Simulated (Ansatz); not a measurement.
# NH3 on Ta(110), ontop start, 2x2 cell: photoemission fingerprints, part 4 of 4

What would XPS and UPS show for NH3 on Ta(110), ontop start, 2x2 cell? Spin–orbit coupling is left out of the bands throughout.

Ansatz 0.2.0; DFT, PBE, plane-wave PAW, default files, scalar-relativistic.

So far, work function, upper face (eV): step 2 (the clean face) 4.79; step 3 (relaxing the atoms) 2.56.

## (4) Bands by layer (continued)

From the Fermi level. Planar mean, electrostatic potential against z:

z (Å), planar mean, electrostatic potential (eV) and a bar from the least value:
```
      0.0        3.6 ############################
      0.5        4.0 #############################
      1.0        4.5 ##############################
      1.5        4.8 ##############################
      2.0        4.8 ##############################
      2.5        4.8 ##############################
      3.0        4.8 ##############################
      3.5        4.8 ##############################
      4.0        4.8 ##############################
      4.5        4.8 ##############################
      5.0        4.6 ##############################
      5.5        4.1 #############################
      6.0        2.6 ###########################
      6.5       -1.9 ######################
      7.0      -12.1 #########
      7.5      -19.7 
      8.0      -11.6 ##########
      8.5       -2.2 #####################
      9.0       -4.2 ###################
      9.5      -15.3 #####
     10.0      -18.4 ##
     10.5       -7.8 ###############
     11.0       -1.4 ######################
     11.5       -7.5 ###############
     12.0      -18.3 ##
     12.5      -15.6 #####
     13.0       -4.9 ##################
     13.5       -3.0 ####################
     14.0      -12.4 #########
     14.5      -19.0 #
     15.0      -11.3 ##########
     15.5       -1.6 ######################
     16.0        2.3 ###########################
     16.5        2.1 ###########################
     17.0       -0.6 #######################
     17.5       -0.5 #######################
     18.0        2.0 ###########################
     18.5        2.4 ###########################
     19.0        2.5 ###########################
     19.5        2.6 ###########################
     20.0        2.6 ###########################
     20.5        2.6 ###########################
     21.0        2.6 ###########################
     21.5        2.6 ###########################
     22.0        2.6 ###########################
     22.5        2.6 ###########################
     23.0        2.6 ###########################
     23.5        2.6 ###########################
     24.0        3.1 ############################
```

The intensity has structure finer than the step of the table below, so its rows give means over 1 eV, whole bins alone (the curve runs from -21.2 to 1.43 eV). Peaks (eV: height): N K -9.4: 99.8, -5.8: 59.5; N K, E along x -9.4: 149; N K, E along y -9.4: 149; N K, E along z -5.8: 173; Ta L-beta5 -1.4: 100.0.

Shapes are the site's partial DOS without matrix elements, which overweights lines from ligand s bands. Intensity against emission energy less the core level's binding energy, zero at the Fermi level; means over each step; values in % of the unpolarised maximum:

| emission energy less the core level's binding energy (eV) | N K | N K, E along x | N K, E along y | N K, E along z | Ta L-beta5 |
| --- | --- | --- | --- | --- | --- |
| -20 | 0.643 | 0.305 | 0.304 | 1.32 | 2.24 |
| -19 | 0.896 | 0.372 | 0.371 | 1.95 | 2.51 |
| -18 | 0.626 | 0.464 | 0.463 | 0.950 | 2.82 |
| -17 | 0.561 | 0.594 | 0.593 | 0.495 | 3.18 |
| -16 | 0.656 | 0.789 | 0.787 | 0.393 | 3.63 |
| -15 | 0.862 | 1.10 | 1.09 | 0.392 | 4.19 |
| -14 | 1.24 | 1.63 | 1.63 | 0.444 | 4.89 |
| -13 | 1.97 | 2.69 | 2.68 | 0.544 | 5.79 |
| -12 | 3.72 | 5.24 | 5.21 | 0.710 | 6.95 |
| -11 | 10.0 | 14.6 | 14.5 | 0.994 | 8.50 |
| -10 | 52.3 | 78.1 | 77.3 | 1.52 | 10.6 |
| -9 | 68.3 | 101 | 101 | 2.66 | 13.6 |
| -8 | 15.1 | 19.5 | 19.6 | 6.13 | 17.9 |
| -7 | 13.0 | 6.19 | 6.21 | 26.7 | 24.3 |
| -6 | 47.2 | 3.04 | 3.04 | 135 | 33.9 |
| -5 | 27.3 | 1.83 | 1.82 | 78.3 | 47.8 |
| -4 | 7.83 | 1.26 | 1.25 | 21.0 | 65.3 |
| -3 | 4.16 | 0.964 | 0.981 | 10.5 | 83.4 |
| -2 | 2.09 | 0.852 | 0.948 | 4.48 | 96.6 |
| -1 | 2.12 | 1.18 | 1.11 | 4.07 | 97.9 |
| 0 | 1.40 | 0.767 | 0.688 | 2.63 | 83.5 |

Recipe: projected DOS times atomic cross section and asymmetry factor (unpolarised light, 60° from the beam), occupied states only, Fermi edge at 300 K, a Lorentzian width of 0.2 eV growing by 0.08 eV per eV of binding energy, and a resolution of 0.3 eV. Each atom is damped by exp[−depth/(λ cos θ)], θ = 60° from the normal, λ from the universal curve. The files freeze Ta 4f, so the spectra stop above those lines. Curves are cut 10 eV under the photon energy, above any shell that the free atom's threshold puts out of reach, or at the lower edge of the window: 11.2 eV at 21.2 eV, 21.2 eV at 60 eV, 21.2 eV at 1486.7 eV and 21.2 eV at 5950 eV. A star in tables and legends marks shells that hold the states left over by the projection (1.8 % of the filled ones), a stand-in for orbitals that the files don't project on. Matrix elements of the solid and inelastic losses aren't modelled, nor non-dipole terms, which matter above 3 keV.

Share of each shell in the spectrum's area (%), by photon energy:

| shell | 21.2 eV | 60 eV | 1486.7 eV | 5950 eV |
| --- | --- | --- | --- | --- |
| H 1s | 2.2 | 3.0 | 0.0 | 0.0 |
| N 2s | 0.0 | 9.0 | 1.7 | 0.7 |
| N 2p | 10.9 | 41.2 | 0.2 | 0.0 |
| Ta 6s | 0.1 | 0.3 | 3.9 | 10.2 |
| Ta 5d | 86.6 | 46.4 | 93.9 | 88.5 |

Cross sections used, in Mb an electron:

| shell | 21.2 eV | 60 eV | 1486.7 eV | 5950 eV |
| --- | --- | --- | --- | --- |
| H 1s | 1.9 | 0.092 | 3.0e-6 | 2.7e-8 |
| N 2s | - | 0.42 | 5.8e-4 | 1.0e-5 |
| N 2p | 3.1 | 0.61 | 2.8e-5 | 1.2e-7 |
| Ta 6s | 0.025 | 0.013 | 2.3e-4 | 2.0e-5 |
| Ta 5d | 5.2 | 0.43 | 0.0012 | 4.0e-5 |

Regions along c: top from 14.0 to 21.3 Å, middle from 10.4 to 14.0 Å, bottom from 3.5 to 10.4 Å.

States with weight above 0.08 nearest the zero at Γ of the zone, within the window kept, -7.5 to 2.2 eV (levels that the program groups as degenerate share a row):

| E (eV) | weight, total | weight, top | weight, middle | weight, bottom |
| --- | --- | --- | --- | --- |
| -1.04 | 0.99 | 0.26 | 0.17 | 0.57 |
| -0.63 | 0.68 | 0.44 | 0.13 | 0.11 |
| -0.30 | 0.92 | 0.06 | 0.07 | 0.79 |
| -0.30 | 0.98 | 0.27 | 0.20 | 0.51 |
| 0.13 | 0.22 | 0.14 | 0.04 | 0.04 |
| 0.31 | 0.93 | 0.10 | 0.28 | 0.55 |
| 0.41 | 0.99 | 0.14 | 0.41 | 0.44 |
| 0.56 | 0.98 | 0.13 | 0.58 | 0.27 |
| 1.00 | 0.83 | 0.10 | 0.48 | 0.26 |
| 1.01 | 0.95 | 0.13 | 0.40 | 0.42 |

States with weight above 0.08 nearest the zero at (0,½) of the zone, within the window kept, -7.5 to 2.2 eV (levels that the program groups as degenerate share a row):

| E (eV) | weight, total | weight, top | weight, middle | weight, bottom |
| --- | --- | --- | --- | --- |
| -3.05 | 0.99 | 0.32 | 0.19 | 0.48 |
| -2.45 | 0.98 | 0.13 | 0.34 | 0.51 |
| -1.33 | 0.10 | 0.02 | 0.06 | 0.02 |
| -1.15 | 0.90 | 0.07 | 0.51 | 0.32 |
| -0.73 | 0.98 | 0.17 | 0.43 | 0.38 |
| 0.13 | 0.14 | 0.05 | 0.03 | 0.05 |
| 0.17 | 0.86 | 0.14 | 0.26 | 0.46 |
| 1.56 | 0.96 | 0.33 | 0.17 | 0.46 |
| 1.79 | 0.62 | 0.15 | 0.21 | 0.26 |
| 2.08 | 0.50 | 0.03 | 0.12 | 0.35 |

The largest force component on a free atom is 0.045 eV/Å, a little over the usual target of 0.03 eV/Å. At the Fermi level the DOS is 22.43 states/eV a cell, and on the broadened curves Ta 5d holds 83 % of the total there.

## (5) Core holes

XPS shifts tell sites apart. Each chosen atom gets a core hole in a self-consistent pass of its own.

File input.yaml:

```yaml
crystal:
  lattice:
    - [6.62, 0.0, 0.0]
    - [3.31, 4.6810468915, 0.0]
    - [0.0, 0.0, 24.5515703372]
  atoms:
    - { symbol: H, position: [0.1467670714, -0.0002761905, 0.7060160581] }
    - { symbol: H, position: [0.8391368914, 0.1780287003, 0.7065519848] }
    - { symbol: H, position: [0.0167479572, 0.8221688195, 0.7065464046] }
    - { symbol: N_h, position: [0.0007025508, -2.28775e-05, 0.6922577638] }
    - { symbol: Ta_h, position: [-0.0036549163, -7.276e-07, 0.597668801] }
    - { symbol: Ta_h, position: [0.5030309551, -5.7421e-06, 0.5872220014] }
    - { symbol: Ta, position: [0.0009678072, 0.4980115258, 0.5862457511] }
    - { symbol: Ta, position: [0.4989716259, 0.5019945017, 0.5862457756] }
    - { symbol: Ta, position: [0.7507411815, 0.4983772682, 0.495290564] }
    - { symbol: Ta, position: [0.2491190803, 0.5016225467, 0.4952901585] }
    - { symbol: Ta, position: [0.7500345036, 4.75e-08, 0.4965005304] }
    - { symbol: Ta, position: [0.2499295343, -1.43e-08, 0.4969244969] }
    - { symbol: Ta_h, position: [0.0, 0.0, 0.400810348] }
    - { symbol: Ta, position: [0.5, 0.0, 0.400810348] }
    - { symbol: Ta, position: [0.0, 0.5, 0.400810348] }
    - { symbol: Ta, position: [0.5, 0.5, 0.400810348] }
    - { symbol: Ta, position: [0.75, 0.5, 0.305479442] }
    - { symbol: Ta, position: [0.25, 0.5, 0.305479442] }
    - { symbol: Ta, position: [0.75, 0.0, 0.305479442] }
    - { symbol: Ta, position: [0.25, 0.0, 0.305479442] }
kpoints:
  mp_grid: { grid: [8, 8, 1] }
scf:
  occupations: { method: fermi_dirac, width: 0.05 }
  n_extra_bands: 16
hamiltonian:
  xc: pbe
  pseudopotentials: { kind: paw }
output:
  forces: true
  write_potential: true
  volumetric_format: []
  core_levels:
    shells: { N_h: "1s", Ta_h: "4f" }
    counted_from: fermi_level
    add_spin: always
efield:
  axis: 3
  dipole_correction: true
```

The run is started by

```console
ansatz run input.yaml --threads 8 --pin off --max-ram 20480MiB --backend cpu --events-out ev --progress --plain --runs-dir out
```

Numbers of over 12 decimals in the logs are rounded to 6 here.

What it wrote:

```text
[...]
Crystal: 20 atoms, lattice volume = 760.817 Å³
Basis set: ecut = 420 eV, 14875 PW (Γ), exchange–correlation on 90×80×360 points (8 copies of the dense FFT grid, shifted against one another)
Bands: 124, of which v1, the nominal top of the filled ones, is band 108 counted from 1 (107 counted from 0)
Symmetry: 1 space group operations
[...]
k-points: 34 of 64 (time reversal used)
[...]
SCF iter   1: F=—  HF=-159340.766028 eV  |F-HF|=—  |Δ(HF+E_count)|=         —  Δρ=1.01e-2  dr2=3.39e1  ethr=1.77e-3  p=0.404 e·Å  D=9.62e-2 V/Å  ΔV_dip=-2.36 eV  dr2_dipole=1.90e1  V_vac-E_F(+/−)=2.78/5.15 eV  ⟨swp⟩=13.0  Hψ=21962  notcnv=0  defer=12
[...]
SCF iter   9: F=-159340.306481 eV  HF=-159340.306481 eV  |F-HF|=1.22e-8  |Δ(HF+E_count)|=   1.54e-7  Δρ=1.03e-6  dr2=2.00e-8  ethr=4.63e-11  p=0.388 e·Å  D=9.22e-2 V/Å  ΔV_dip=-2.26 eV  dr2_dipole=3.83e-9  V_vac-E_F(+/−)=2.57/4.83 eV  ⟨swp⟩=25.3  Hψ=35970  notcnv=0
[...]
SCF 1 converged in 9 iterations: F = -159340.306481 eV  dr2 = 2.00e-8
[...]
── core hole 1/4: 1s of N_h 3 ──
── 1s of N_h 3: 399.411 eV over the cell without the hole, in 17 iterations ──
── core hole 2/4: 4f of Ta_h 4 ──
── 4f of Ta_h 4: 23.172 eV over the cell without the hole, in 14 iterations ──
── core hole 3/4: 4f of Ta_h 5 ──
── 4f of Ta_h 5: 22.862 eV over the cell without the hole, in 14 iterations ──
── core hole 4/4: 4f of Ta_h 12 ──
── 4f of Ta_h 12: 22.752 eV over the cell without the hole, in 13 iterations ──
SCF converged after 9 iterations
Free energy (F): -159340.306481 eV
[...]
Internal energy: -159340.123423 eV  (E = F + TS)
E sigma→0 (E₀):  -159340.214952 eV
Entropy (-TS):   -0.183059 eV (-9.153 meV/atom)
Fermi energy:    5.188679 eV
Dipole field:    D = 0.092149 V/Å  (p = 0.387446 e·Å, saw-weighted, corrected)
Work function:   Φ+ = 2.5692 eV   Φ− = 4.8315 eV
[...]
--- Forces (eV/Å), atoms counted from 1 ---
  atom   1  H        0.01886425    -0.00025628    -0.00957879
  atom   2  H       -0.00416320     0.01019569    -0.01489854
  atom   3  H       -0.00353105    -0.00948337    -0.01488751
  atom   4  N_h     -0.00940510    -0.00044682     0.01009724
  atom   5  Ta_h    -0.00089656     0.00014975    -0.02144946
  atom   6  Ta_h     0.00251648     0.00006880     0.02360246
  atom   7  Ta       0.00032252    -0.00303950     0.02684105
  atom   8  Ta       0.00043448     0.00279763     0.02684955
  atom   9  Ta       0.00620064    -0.01165934     0.02759569
  atom  10  Ta       0.00616988     0.01168839     0.02761212
  atom  11  Ta      -0.04543767    -0.00000365    -0.00681060
  atom  12  Ta       0.03352854     0.00000811     0.01690388
  atom  13  Ta_h    -0.01135204     0.00000693    -0.33260783
  atom  14  Ta      -0.00373737    -0.00000448    -0.56159434
  atom  15  Ta       0.00140328    -0.00721373    -0.47795124
  atom  16  Ta       0.00140706     0.00719217    -0.47793972
  atom  17  Ta       0.00099080    -0.03266244     0.43167423
  atom  18  Ta       0.00094610     0.03266342     0.43167818
  atom  19  Ta      -0.05338866    -0.00001305     0.45543538
  atom  20  Ta       0.05912749     0.00001478     0.43937877
  max |Σ_I F_I| component: 4.95e-5 eV/Å
--- Band table (eV; the first three rows and the last of 34) ---
  k-point 0: bands = [... 104 lower, 5.3182, 5.3598, 5.4983, 5.5982, 5.7494, 6.1888, 6.2037, 6.3763, ... 12 higher]
  k-point 1: bands = [... 104 lower, 5.3104, 5.4091, 5.4499, 5.7070, 5.7596, 5.9384, 5.9938, 6.0093, ... 12 higher]
  k-point 2: bands = [... 104 lower, 5.2629, 5.3764, 5.4069, 5.4999, 5.5126, 5.5860, 5.7418, 5.7626, ... 12 higher]
  k-point 33: bands = [... 104 lower, 4.7309, 4.7772, 4.8470, 4.8769, 4.8963, 4.9200, 5.1656, 5.2693, ... 12 higher]
--- Core levels from the Fermi level (as output.core_levels.counted_from types it; a hole's nearest image at 5.7 Å) ---
  the holes have spin, as output.core_levels.add_spin types it
  atom         alike  shell      binding/eV   shift/eV difference/eV images/eV   SCF
  N_h 3            1     1s         399.411     +0.000       399.411         –    17
  Ta_h 4           1     4f          23.172     +0.000        23.172         –    14
  Ta_h 5           1     4f          22.862     -0.310        22.862         –    14
  Ta_h 12          1     4f          22.752     -0.420        22.752         –    13
  the dataset of N_h with a 1s hole: scattering error 0.002 eV (0.002 eV in the local channel); free atom: scalar-relativistic, large and small components
  the dataset of Ta_h with a 4f hole: scattering error 0.245 eV; outside its bounds: its channels together can move a line by 0.249 eV; free atom: scalar-relativistic, large and small components
  the two lines of Ta_h's 4f: 4f5/2 +1.080 eV and 4f7/2 -0.810 eV off its levels, 3 : 4 in strength
```

Wall time 15 min (8 threads of Arm Neoverse V2, shared host); peak memory 6.5 GiB.

Levels are total-energy differences with one electron taken from the core. The electron goes to the Fermi level, so the difference is a binding energy from E_F. The hole's nearest image is 5.7 Å away.

| atom | region | shell | level (eV) | shift (eV) | potential at nucleus, shift (V) | j lines (eV) | doubts |
| --- | --- | --- | --- | --- | --- | --- | --- |
| N4 | adsorbate | 1s | 399.41 | - | +0.00 | - | - |
| Ta5 | layer 1 | 4f | 23.17 | +0.42 | +0.73 | 24.25 / 22.36 | dataset error 0.25 eV |
| Ta6 | layer 1 | 4f | 22.86 | +0.11 | +0.35 | 23.94 / 22.05 | dataset error 0.25 eV |
| Ta13 | layer 3 | 4f | 22.75 | +0.00 | +0.00 | 23.83 / 21.94 | dataset error 0.25 eV |

Levels of p, d and f shells are means over their two j lines, weighted by degeneracy; the splitting comes from the atom's own solve. Shifts count from the last listed atom of each element. A higher potential at the nucleus binds core electrons more tightly, so that column is a rough initial-state shift.

The Ta 4f lines of the listed atoms alone (other atoms of the cell aren't counted), as Gaussians 0.8 eV wide, no depth weighting. Table of intensity by Ta 4f level; read off at these points:

Ta 4f level (eV), intensity (%) and a bar:
```
    20.60          0 
    20.80          0 
    21.00          1 
    21.20          5 ##
    21.40         17 #####
    21.60         42 ############
    21.80         73 ######################
    22.00         97 #############################
    22.11        100 ##############################
    22.20         97 #############################
    22.40         76 #######################
    22.60         46 ##############
    22.80         22 #######
    23.00         10 ###
    23.20         10 ###
    23.40         22 #######
    23.60         44 #############
    23.80         66 ####################
    24.00         75 ######################
    24.20         65 ####################
    24.40         44 #############
    24.60         23 #######
    24.80          9 ###
    25.00          3 #
    25.20          1 
    25.40          0 
    25.60          0
```

## (6) Summary of results

```
work function                                                                 : 2.57 eV (other face 4.83 eV)
change from the clean face                                                    : -2.23 eV
Ta 5d centre of the filled part above −10 eV, from the plotted curve, layer 1 : -1.62 eV
Ta 5d centre of the filled part above −10 eV, from the plotted curve, layer 3 : -1.84 eV
Ta core shifts among the listed atoms, from the last listed one               : +0.00 to +0.42 eV
```

In words: The Fermi level of NH3 on Ta(110), ontop start, 2x2 cell lies 2.57 eV (other face 4.83 eV) below the vacuum, a change of -2.23 eV from the clean face. Only the strongest levels a point were stored, too few to count surface states. After relaxation N4 stands 2.53 Å above the top layer, bonded to 1 Ta atom at 2.32 Å. The bare lower face differs from the lower face of the clean 1×1 slab by 0.03 eV, a measure of the error from mesh and slab. Core shifts: Ta +0.00 to +0.42 eV. Among the sites run, the most bound Ta 4f level is that of Ta5 (layer 1), bonded to 10 Ta and 1 N; the least bound, 0.42 eV shallower, that of Ta13 (layer 3), bonded to 14 Ta. At 21.2 eV the valence spectrum has its highest listed peaks within 10.8 eV at 1.1 eV (Ta 5d) and 2.9 eV (Ta 5d). At 1486.7 eV the valence spectrum has its highest listed peaks within 13 eV at 1.1 eV (Ta 5d) and 2.9 eV (Ta 5d). The shell named is the one with most of the intensity, cross sections included, not always the one with most states there. The run has no spin polarisation and ends without a clear gap; magnetic or distorted states weren't searched for. Spin–orbit coupling is left out, which matters for the heavy atoms here. The slab's own atoms span 7.2 Å, so bulk bands appear as a few quantum-well levels, and states of the two faces can mix. The program warns of density or levels in the vacuum in some of these runs, so vacuum levels and energy differences can be a little off.

[Logs are printed without paths, hosts, clocks, repeated set-up lines and the standing remarks that a program may print on its own settings, such as how far it seeks lower states.]

[Hosts, paths, dates, database ids (printed as entryN), source tags and the programs' standing remarks are cut or masked in the printed files.]

[Maps of the electrostatic potential energy from Ansatz leave out the sawtooth potential of an applied field or a dipole correction, so their vacuum need not be flat; work functions include it.]
